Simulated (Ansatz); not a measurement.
In doubt: masses and optical values from hybrid runs of this build are listed as unsure, which bears on the screening that GW takes from such a start.

Rows from a G0W0 calculation on ZnPS3 (C2/m) (Ansatz 0.2.0; G0W0 on HSE06, plane waves, PAW; 4×4×2 mesh, 362 empty bands, screening to 90 eV), in eV. Spin-orbit coupling is left out.

| row | k | band | start | Σx | Σc at the solution | Vxc |
| --- | --- | --- | --- | --- | --- | --- |
| A | Γ | v1 | 5.371 | -20.060 | 2.119 | -17.822 |
| B | (-0.500, -0.500, 0.000) | v1 | 5.676 | -20.133 | 2.183 | -17.827 |
| C | (-0.500, -0.500, 0.000) | c1 | 9.401 | -8.488 | -3.769 | -12.598 |
| D | (-0.500, -0.500, 0.000) | c2 | 9.685 | -8.598 | -3.804 | -12.729 |
| E | Γ | c1 | 9.217 | -9.811 | -3.970 | -14.157 |
| F | Γ | c2 | 10.309 | -9.619 | -4.157 | -14.203 |

Q: Give the quasiparticle energies and the shift of each level.

The quasiparticle equation reads E = start + Σx + Σc(E) − Vxc.

| row | E (eV) | shift (eV) |
| --- | --- | --- |
| A | 5.252 | −0.119 |
| B | 5.554 | −0.122 |
| C | 9.742 | +0.341 |
| D | 10.010 | +0.326 |
| E | 9.593 | +0.376 |
| F | 10.734 | +0.426 |

The gap over the computed points goes from 3.54 eV to 4.04 eV.

Limits: not at the basis limit; coarse k mesh.

[Runs of the session that timed out or met a known fault of the program may be left out.]

[Cells called generated may have been cut or substituted from an entry of the Crystallography Open Database or the Materials Project.]

[Hosts, paths, dates, database ids (printed as entryN), source tags and the programs' standing remarks are cut or masked in the printed files.]
